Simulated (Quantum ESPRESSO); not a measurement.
```json
{"subject": "Magnetic state of Sr3Ru2O7 from several starts", "lattice_ang": [[-1.9452, 1.9452, 10.276], [1.9452, -1.9452, 10.276], [1.9452, 1.9452, -10.276]], "atoms": [["Sr", 0.5, 0.5, 0.0], ["Sr", 0.3144, 0.3144, 0.0], ["Sr", 0.6856, 0.6856, 0.0], ["Ru", 0.0972, 0.0972, 0.0], ["Ru", 0.9028, 0.9028, 0.0], ["O", 0.0, 0.0, 0.0], ["O", 0.1952, 0.1952, 0.0], ["O", 0.8048, 0.8048, 0.0], ["O", 0.5961, 0.0961, 0.5], ["O", 0.0961, 0.5961, 0.5], ["O", 0.4039, 0.9039, 0.5], ["O", 0.9039, 0.4039, 0.5]], "method": "PBEsol; plane waves with GBRV 1.5 PBEsol potentials, no spin-orbit coupling (and 1 further level or step)", "program": "Quantum ESPRESSO 7.5", "settings_of_one_run": "GBRV 1.5 PBEsol, cutoff 544.23 eV, 8×8×8 k-mesh, 70 bands, fermi-dirac occupations, smearing width 0.05 eV, collinear spin, SCF threshold 2.40e-8, mesh matched on, starting moments 0 0 0 2 2 0 0 0 0 0 0 0 μB", "cost": "2 runs, 74 min in all on 4 MPI ranks of Intel Xeon Platinum 8259CL at 2.50GHz (Skylake/Cascade Lake), shared host (the runs of this entry)", "notes": "The run is spin-polarised, with a total moment of 2.93 μB a cell (absolute 2.98).", "results": {"lowest_state_found": "ferromagnetic (from ferro ++)", "largest_site_moment": "0.760 μB", "next_state_with_moments": "antiferromagnetic, 19.2 meV a seeded atom higher"}}
```

[Logs and program files are shortened in this print: banners, set-up blocks, solver, clock and traceback lines can be left out without a mark of their own.]

[Logs are printed without paths, hosts, clocks, repeated set-up lines and the standing remarks that a program may print on its own settings, such as how far it seeks lower states.]

[Hosts, paths, dates, database ids (printed as entryN), source tags and the programs' standing remarks are cut or masked in the printed files.]

[Where a cell is said to come from a database of computed structures, the database is the Materials Project.]
